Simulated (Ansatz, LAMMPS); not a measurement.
# Charge trapping in glassy 60SiO2-40Na2O (mol %) (195 atoms), part 3 of 4

Aim: add and remove one electron in glassy 60SiO2-40Na2O (mol %) (195 atoms), with atoms held and relaxed, and read trapping energy and localisation.

Ansatz 0.2.0; Kohn-Sham DFT, LDA, PAW (set soft_2), plane waves.

The cell: 39 Si, 52 Na and 104 O. The quench rate of 20 K/ps far exceeds what a furnace or splat quench reaches. The starting topology of bonds comes from the classical model. Only the Γ point is sampled, in a cell whose shortest periodic width is 14 Å.

So far. Step 6 (An extra electron, atoms relaxed): The relaxation converged after 3 steps, 0.0141 eV below its start, with a largest force component of 0.027 eV/Å. Step 6 (An extra electron, atoms relaxed): An extra electron, atoms relaxed: the energy stands 6.92 eV above that of the reference. An odd electron should give 1 μB; this run ended with the carrier shared between both spins.

## (7) An extra electron, levels at the relaxed geometry

A single point at the new geometry gives levels and spin density.

Input file input.yaml:

```yaml
crystal:
  lattice:
    - [13.5442, 0.0, 0.0]
    - [0.0, 13.5442, 0.0]
    - [0.0, 0.0, 13.5442]
  atoms:
    - { symbol: Si, position: [0.59937, 0.74716, 0.15521] }
    - { symbol: Si, position: [0.66851, 0.22649, 0.52351] }
    - { symbol: Si, position: [0.38872, 0.25837, 0.32983] }
    - { symbol: Si, position: [0.88064, 0.127, 0.56322] }
    - { symbol: Si, position: [0.26868, 0.01501, 0.7631] }
    - { symbol: Si, position: [0.74465, 0.75019, 0.67276] }
    [... 183 atom lines left out ...]
    - { symbol: O, position: [0.57583, 0.16079, 0.10238] }
    - { symbol: O, position: [0.10595, 0.60242, 0.06553] }
    - { symbol: O, position: [0.92923, 0.86622, 0.24324] }
    - { symbol: O, position: [0.99128, 0.19845, 0.04086] }
    - { symbol: O, position: [0.34955, 0.21486, 0.22748] }
    - { symbol: O, position: [0.15802, 0.18715, 0.93819] }
total_charge: -1
kpoints:
  mp_grid: { grid: [1, 1, 1] }
hamiltonian:
  xc: lda
scf:
  occupations: { method: fermi_dirac, width: 0.01 }
  lower_state_search: "off"
output:
  forces: true
  stress: true
  populations: true
  dos:
    method: { smearing: { sigma: 0.15 } }
    de: 0.1
    projected: { site_lists: { Na: [Na], O: [O], Si: [Si] } }
  eigenvalues: true
  write_density: true
  write_potential: true
  volumetric_format: npy
magnetization:
  spin_polarized: true
  initial_magnetization: 1
```

Launch:

```
ansatz run input.yaml --threads 4 --pin off --max-ram 15872MiB --backend cpu --events-out ev --progress --plain --runs-dir out
```

The log of the run:

```text
[...]
Crystal: 195 atoms, lattice volume = 2484.621 Å³
Basis set: ecut = 420 eV, 48501 PW (Γ)
Bands: 820, of which v1, the nominal top of the filled ones, is band 625 counted from 1 (624 counted from 0)
Symmetry: 1 space group operations
[...]
k-points: 1
[...]
Starting moments: Σ|m| = 1 μB on 195 of 195 sites
[...]
SCF iter   1: F=—  HF=-158040.584143 eV  |F-HF|=—  |Δ(HF+E_count)|=         —  Δρ=4.32e-2 (↑4.26e-2 ↓4.32e-2)  dr2=2.15e2  dr2_m=7.89e-3  M=1.000 μB ∫|m|=1.006 μB  β_m=1.00  ethr=3.10e-3  ⟨swp⟩=6.0  Hψ=7032  notcnv=0  defer=76
[...]
SCF iter  20: F=-157949.929470 eV  HF=-157949.929470 eV  |F-HF|=1.57e-8  |Δ(HF+E_count)|=   2.46e-7  Δρ=5.47e-7 (↑5.47e-7 ↓5.02e-7)  dr2=2.25e-8  dr2_m=5.40e-10  M=0.007 μB ∫|m|=0.007 μB  ethr=2.69e-12  ⟨swp⟩=5.0  Hψ=9003  notcnv=0
[...]
SCF 1 converged in 20 iterations: F = -157949.929470 eV  dr2 = 2.25e-8
[...]
SCF converged after 20 iterations
Magnetization: 0.0066 μB (624.5033 up, 624.4967 down)
Absolute magnetization: 0.0068 μB (∫|ρ↑−ρ↓|, with the PAW one-centre terms)
[...]
Per-site moments (μB) at R_I (Å): [(3.201683e-6, 0.655481), (2.176314e-6, 0.644610), (1.439373e-6, 0.657581), (2.300480e-6, 0.646282), (2.480519e-6, 0.648205), [...]
Free energy (F): -157949.929470 eV
[...]
Internal energy: -157949.915608 eV  (E = F + TS)
E sigma→0 (E₀):  -157949.922539 eV
Entropy (-TS):   -0.013863 eV (-0.071 meV/atom)
Fermi energy:    6.921599 eV
[...]
--- Forces (eV/Å), atoms counted from 1 ---
  atom   1  Si     0.00899004     0.01317185     0.01376097
  atom   2  Si    -0.00519146    -0.00117451    -0.00371559
  atom   3  Si     0.00417348     0.00748753    -0.00186789
  atom   4  Si    -0.00207297    -0.00035869    -0.00258901
  atom   5  Si     0.00576763    -0.00498568     0.00188506
  atom   6  Si    -0.00083274    -0.00635578    -0.00385882
  atom   7  Si    -0.00224682    -0.00167647    -0.00582199
  atom   8  Si    -0.00021931     0.00637577    -0.00740031
  atom   9  Si    -0.00098399    -0.00111664    -0.00438057
  atom  10  Si     0.00250821    -0.00915159    -0.00696604
  atom  11  Si     0.01894635    -0.01027906     0.00285269
  atom  12  Si     0.00716936    -0.00345446    -0.00981878
  atom  13  Si    -0.01333899    -0.00297749     0.00204198
  atom  14  Si    -0.00449418    -0.00264726    -0.01863915
[...]
atom 194  O     -0.00138906    -0.00504375    -0.00366902
  atom 195  O     -0.00391896     0.01134657     0.00760319
  max |Σ_I F_I| component: 1.19e-4 eV/Å
--- Stress (GPa, compression-positive) ---
       -1.934992      -0.176872       0.761775
       -0.176873      -1.154550      -0.140401
        0.761775      -0.140401      -2.004330
  P = ⅓ Tr σ = -1.6980 GPa (-16.980 kbar)
--- Band table (eV) ---
[...]
--- Löwdin populations: 195 sites ---
  site symbol       q [e]    m [muB]
     0     Si      2.4277     0.0000
     1     Si      2.3692     0.0000
     2     Si      2.4512     0.0000
[...]
194      O      6.7928     0.0000
  spilling = 0.009084 (of n_electrons = 1249.000000)
```

Run time: 3.3 min. Hardware: 4 threads of Intel Xeon Platinum 8375C at 2.90GHz (Ice Lake), shared host; peak memory 8.2 GiB.

An extra electron, levels at the relaxed geometry: the energy stands 6.92 eV above that of the reference. An odd electron should give 1 μB; this run ended with the carrier shared between both spins.

The levels nearest the highest filled one (over half full), pooled over k-points and spins:

```
level less the highest filled one (eV)  occupation
                                 -2.62           1
                                 -2.39           1
                                 -2.39           1
                                     0       0.503
                                3.0e-4       0.497
                                 0.995           0
                                 0.995           0
                                  1.15           0
```

## (8) Neutral at the geometry of the electron

The neutral cell at the new geometry gives the energy of that geometry without the charge.

Input file input.yaml:

```yaml
crystal:
  lattice:
    - [13.5442, 0.0, 0.0]
    - [0.0, 13.5442, 0.0]
    - [0.0, 0.0, 13.5442]
  atoms:
    [... the 195 atom lines of step 7 ...]
kpoints:
  mp_grid: { grid: [1, 1, 1] }
hamiltonian:
  xc: lda
scf:
  occupations: { method: gaussian, width: 0.025 }
output:
  forces: true
  stress: true
  populations: true
  dos:
    method: { smearing: { sigma: 0.15 } }
    de: 0.1
    projected: { site_lists: { Na: [Na], O: [O], Si: [Si] } }
  eigenvalues: true
```

The log of the run:

```text
[...]
Crystal: 195 atoms, lattice volume = 2484.621 Å³
Basis set: ecut = 420 eV, 48501 PW (Γ)
Bands: 819, of which v1, the nominal top of the filled ones, is band 624 counted from 1 (623 counted from 0)
Symmetry: 1 space group operations
[...]
k-points: 1
[...]
SCF iter   1: F=—  HF=-157958.342977 eV  |F-HF|=—  |Δ(HF+E_count)|=         —  Δρ=1.40e-2  dr2=4.32e0  ethr=1.77e-3  ⟨swp⟩=6.0  Hψ=3371  notcnv=0  defer=60
[...]
SCF iter  10: F=—  HF=-157956.837583 eV  |F-HF|=—  |Δ(HF+E_count)|=   2.22e-7  Δρ=2.37e-6  dr2=1.35e-7  ethr=6.64e-11  ⟨swp⟩=2.0  Hψ=1202  notcnv=0  defer=187
SCF iter  11: F=-157956.837583 eV  HF=-157956.837583 eV  |F-HF|=2.03e-8  |Δ(HF+E_count)|=   3.41e-8  Δρ=1.26e-6  dr2=3.27e-8  ethr=8.01e-12  ⟨swp⟩=13.0  Hψ=3948  notcnv=0
SCF 1 converged in 11 iterations: F = -157956.837583 eV  dr2 = 3.27e-8
[...]
SCF converged after 11 iterations
Free energy (F): -157956.837583 eV
[...]
Internal energy: -157956.837583 eV  (E = F + TS)
E sigma→0 (E₀):  -157956.837583 eV
Fermi energy:    5.692661 eV
[...]
Σ components = -157956.837583   (vs F -157956.837583, Δ=0.00e0)
--- Forces (eV/Å), atoms counted from 1 ---
  atom   1  Si    -0.00384823    -0.06266549     0.04123328
  atom   2  Si    -0.01844966     0.06006435     0.00716626
  atom   3  Si     0.01825783     0.08855808     0.02979306
  atom   4  Si    -0.02353839     0.01317157     0.00472481
[...]
atom 195  O     -0.01286101    -0.03339346     0.04167082
  max |Σ_I F_I| component: 1.10e-4 eV/Å
--- Stress (GPa, compression-positive) ---
       -1.950792      -0.180908       0.770129
       -0.180908      -1.147611      -0.140358
        0.770129      -0.140358      -2.005015
  P = ⅓ Tr σ = -1.7011 GPa (-17.011 kbar)
--- Band table (eV) ---
[...]
--- Löwdin populations: 195 sites ---
  site symbol       q [e]
     0     Si      2.4256
     1     Si      2.3669
     2     Si      2.4498
[...]
194      O      6.7906
  spilling = 0.009057 (of n_electrons = 1248.000000)
```

The job ended after 54 s (4 threads; peak memory 4.4 GiB; 3.5 min of CPU time).

Neutral at the geometry of the electron: the energy stands 0.00747 eV above that of the reference.

## (9) An extra hole, atoms held

The electron count changes by one with the atoms held: a vertical process, on a uniform background, with spin and a narrow Fermi–Dirac smearing. Its energy against the neutral cell hangs on the program's zero of potential.

Edit input.yaml of step 8 so:

```diff
@@ -6,3 +6,4 @@
   atoms:
-    [... the 195 atom lines of step 7 ...]
+    [... the 195 atom lines of step 4 ...]
+total_charge: 1
 kpoints:
@@ -12,3 +13,4 @@
 scf:
-  occupations: { method: gaussian, width: 0.025 }
+  occupations: { method: fermi_dirac, width: 0.01 }
+  lower_state_search: "off"
 output:
@@ -22 +24,7 @@
   eigenvalues: true
+  write_density: true
+  write_potential: true
+  volumetric_format: npy
+magnetization:
+  spin_polarized: true
+  initial_magnetization: 1
```

The log of the run:

```text
[...]
Crystal: 195 atoms, lattice volume = 2484.621 Å³
Basis set: ecut = 420 eV, 48501 PW (Γ)
Bands: 819, of which v1, the nominal top of the filled ones, is band 624 counted from 1 (623 counted from 0)
Symmetry: 1 space group operations
[...]
k-points: 1
[...]
Starting moments: Σ|m| = 1 μB on 195 of 195 sites
[...]
SCF iter   1: F=—  HF=-158056.205634 eV  |F-HF|=—  |Δ(HF+E_count)|=         —  Δρ=4.49e-2 (↑4.43e-2 ↓4.49e-2)  dr2=2.30e2  dr2_m=1.92e-1  M=1.000 μB ∫|m|=1.060 μB  β_m=1.00  ethr=3.10e-3  ⟨swp⟩=6.0  Hψ=7024  notcnv=0  defer=76
[...]
SCF iter   4: F=—  HF=-157975.161711 eV  |F-HF|=—  |Δ(HF+E_count)|=    1.27e1  Δρ=1.54e-2 (↑1.19e-2 ↓1.54e-2)  dr2=3.85e1  dr2_m=4.25e-1  M=0.882 μB ∫|m|=1.022 μB  β_m=0.30  ethr=3.10e-3  ⟨swp⟩=3.0  Hψ=1910  notcnv=0  defer=374
[...]
SCF iter  25: F=—  HF=-157960.728804 eV  |F-HF|=—  |Δ(HF+E_count)|=   5.71e-2  Δρ=3.96e-3 (↑1.92e-3 ↓3.96e-3)  dr2=1.19e0  dr2_m=5.67e-2  M=0.595 μB ∫|m|=0.731 μB  β_m=0.30  ethr=7.80e-5  ⟨swp⟩=2.0  Hψ=1896  notcnv=0  defer=374
[...]
spin-set hold released at iteration 25 (site moments' squared step at or under half its running peak, from the soft ceiling on): the magnetisation degrees of freedom join the quasi-Newton model from the next iteration; the mixer history was flushed
SCF iter  26: F=—  HF=-157960.743692 eV  |F-HF|=—  |Δ(HF+E_count)|=   1.49e-2  Δρ=6.22e-3 (↑1.31e-3 ↓6.22e-3)  dr2=2.51e0  dr2_m=1.71e-1  M=0.999 μB ∫|m|=1.104 μB  β_m=0.24  ethr=7.80e-5  ⟨swp⟩=2.0  Hψ=2005  notcnv=0  defer=374
[...]
SCF iter  32: F=—  HF=-157960.788288 eV  |F-HF|=—  |Δ(HF+E_count)|=   1.12e-1  Δρ=7.76e-3 (↑2.92e-3 ↓7.76e-3)  dr2=4.16e0  dr2_m=2.10e-1  M=0.348 μB ∫|m|=0.592 μB  β_m=0.11  ethr=3.92e-5  ⟨swp⟩=3.0  Hψ=1920  notcnv=0  defer=374  recentre
[...]
SCF iter  68: F=-157960.660510 eV  HF=-157960.660510 eV  |F-HF|=1.41e-8  |Δ(HF+E_count)|=  4.66e-10  Δρ=6.51e-7 (↑1.03e-7 ↓6.51e-7)  dr2=1.69e-8  dr2_m=2.81e-9  M=0.996 μB ∫|m|=1.096 μB  β_m=0.16  ethr=2.91e-12  ⟨swp⟩=4.0  Hψ=5954  notcnv=0
SCF iter  69: F=-157960.660510 eV  HF=-157960.660510 eV  |F-HF|=2.07e-9  |Δ(HF+E_count)|=  8.73e-11  Δρ=2.13e-7 (↑5.49e-8 ↓2.13e-7)  dr2=2.51e-9  dr2_m=2.46e-10  M=0.996 μB ∫|m|=1.096 μB  ethr=1.36e-12  ⟨swp⟩=4.0  Hψ=6217  notcnv=0
SCF 1 converged in 69 iterations: F = -157960.660510 eV  dr2 = 2.51e-9
[...]
SCF converged after 69 iterations
Magnetization: 0.9959 μB (623.9980 up, 623.0020 down)
Absolute magnetization: 1.0973 μB (∫|ρ↑−ρ↓|, with the PAW one-centre terms)
[...]
Per-site moments (μB) at R_I (Å): [(-1.916039e-5, 0.655669), (5.319046e-6, 0.644403), (-0.00015476, 0.657434), (1.204313e-7, 0.646121), (-0.000131262, [...]
Free energy (F): -157960.660510 eV
[...]
Internal energy: -157960.638997 eV  (E = F + TS)
E sigma→0 (E₀):  -157960.649754 eV
Entropy (-TS):   -0.021513 eV (-0.110 meV/atom)
Fermi energy:    3.587707 eV
[...]
Σ components = -157960.660510   (vs F -157960.660510, Δ=0.00e0)
--- Forces (eV/Å), atoms counted from 1 ---
  atom   1  Si     0.05950514     0.03454222     0.12789047
  atom   2  Si     0.05343843    -0.07212356    -0.00203699
  atom   3  Si    -0.08370339    -0.04481279     0.10422199
  atom   4  Si     0.01190539     0.06806875    -0.01936101
[...]
atom 195  O      0.07291168    -0.04122539     0.01997906
  max |Σ_I F_I| component: 5.45e-5 eV/Å
--- Stress (GPa, compression-positive) ---
       -1.574533      -0.228646       0.762455
       -0.228646      -0.845106      -0.160733
        0.762455      -0.160733      -1.657723
  P = ⅓ Tr σ = -1.3591 GPa (-13.591 kbar)
--- Band table (eV) ---
[...]
--- Löwdin populations: 195 sites ---
  site symbol       q [e]    m [muB]
     0     Si      2.4242    -0.0001
     1     Si      2.3635    -0.0001
     2     Si      2.4448    -0.0012
[...]
194      O      6.7889     0.0000
  spilling = 0.008994 (of n_electrons = 1247.000000)
```

It took 6.3 min on 4 threads; peak memory 8.2 GiB.

An extra hole, atoms held: the energy stands 3.82 eV below that of the reference, with a moment of 1.00 μB.

The levels nearest the highest filled one (over half full), pooled over k-points and spins:

```
level less the highest filled one (eV)  occupation
                               -0.0188       0.882
                               -0.0163       0.854
                               -0.0098       0.752
                                     0       0.533
                                  3.35           0
                                  3.35           0
                                  4.35           0
                                  4.36           0
```

Spin density in the ab plane at fractional z = 0.141, with atoms of Si and Na and O within 0.2 Å of it.

Values in units of 1e-2 e/Å³, 13 rows by 16 columns, each cell a mean:
```
0.0 0.0 0.0 0.0 0.0 0.0 0.0 0.0 0.0 0.0 0.0 0.0 0.0 0.0 0.0 0.0
0.0 0.0 0.0 0.0 0.0 0.0 0.0 0.0 0.0 0.0 0.0 0.0 0.0 0.0 0.0 0.0
0.0 0.0 0.0 0.0 0.0 0.0 0.0 0.0 0.0 0.0 0.0 0.0 0.0 0.0 0.0 0.0
0.0 0.0 0.0 0.0 0.0 0.2 0.0 0.0 0.0 0.0 0.0 0.0 0.0 0.0 0.0 0.0
0.0 0.0 0.0 0.0 0.1 1.8 0.2 0.0 0.0 0.0 0.0 0.0 0.0 0.0 0.0 0.0
0.0 0.0 0.0 0.0 0.0 0.2 0.1 0.0 0.0 0.0 0.0 0.0 0.0 0.0 0.0 0.0
0.0 0.0 0.0 0.0 0.0 0.0 0.0 0.0 0.0 0.0 0.0 0.0 0.0 0.0 0.0 0.0
0.0 0.0 0.0 0.0 0.0 0.0 0.0 0.0 0.0 0.1 0.0 0.0 0.0 0.0 0.0 0.0
0.0 0.0 0.0 0.0 0.0 0.0 0.0 0.0 0.0 0.0 0.0 0.0 0.0 0.0 0.1 0.2
0.0 0.0 0.0 0.0 0.0 0.0 0.0 0.0 0.0 0.0 0.0 0.0 0.0 0.0 0.0 0.0
0.0 0.0 0.0 0.0 0.0 0.0 0.0 0.0 0.0 0.1 0.0 0.0 0.0 0.0 0.0 0.0
0.0 0.0 0.0 0.0 0.0 0.0 0.0 0.0 0.0 0.0 0.0 0.0 0.0 0.0 0.0 0.0
0.0 0.0 0.0 0.0 0.0 0.0 0.0 0.0 0.0 0.0 0.0 0.0 0.0 0.0 0.0 0.0
```
Columns run along a (13.5 Å), rows up along b (13.5 Å). Atoms in or near the plane, at fractional coordinates: Si at (0.60, 0.75), Si at (0.00, 0.24), Si at (0.03, 0.63), Si at (0.99, 0.84), Na at (0.24, 0.53), Na at (0.48, 0.31), Na at (0.42, 0.11), Na at (0.28, 0.93), Na at (0.20, 0.74), O at (0.76, 0.11), O at (0.11, 0.87), O at (0.59, 0.43), O at (0.34, 0.65), O at (0.95, 0.35).

(Part 3 of 4 ends here.)

[Long decimals in the printed logs are rounded to 6 places.]

[Logs are printed without paths, hosts, clocks, repeated set-up lines and the standing remarks that a program may print on its own settings, such as how far it seeks lower states.]

[Hosts, paths, dates, database ids (printed as entryN), source tags and the programs' standing remarks are cut or masked in the printed files.]
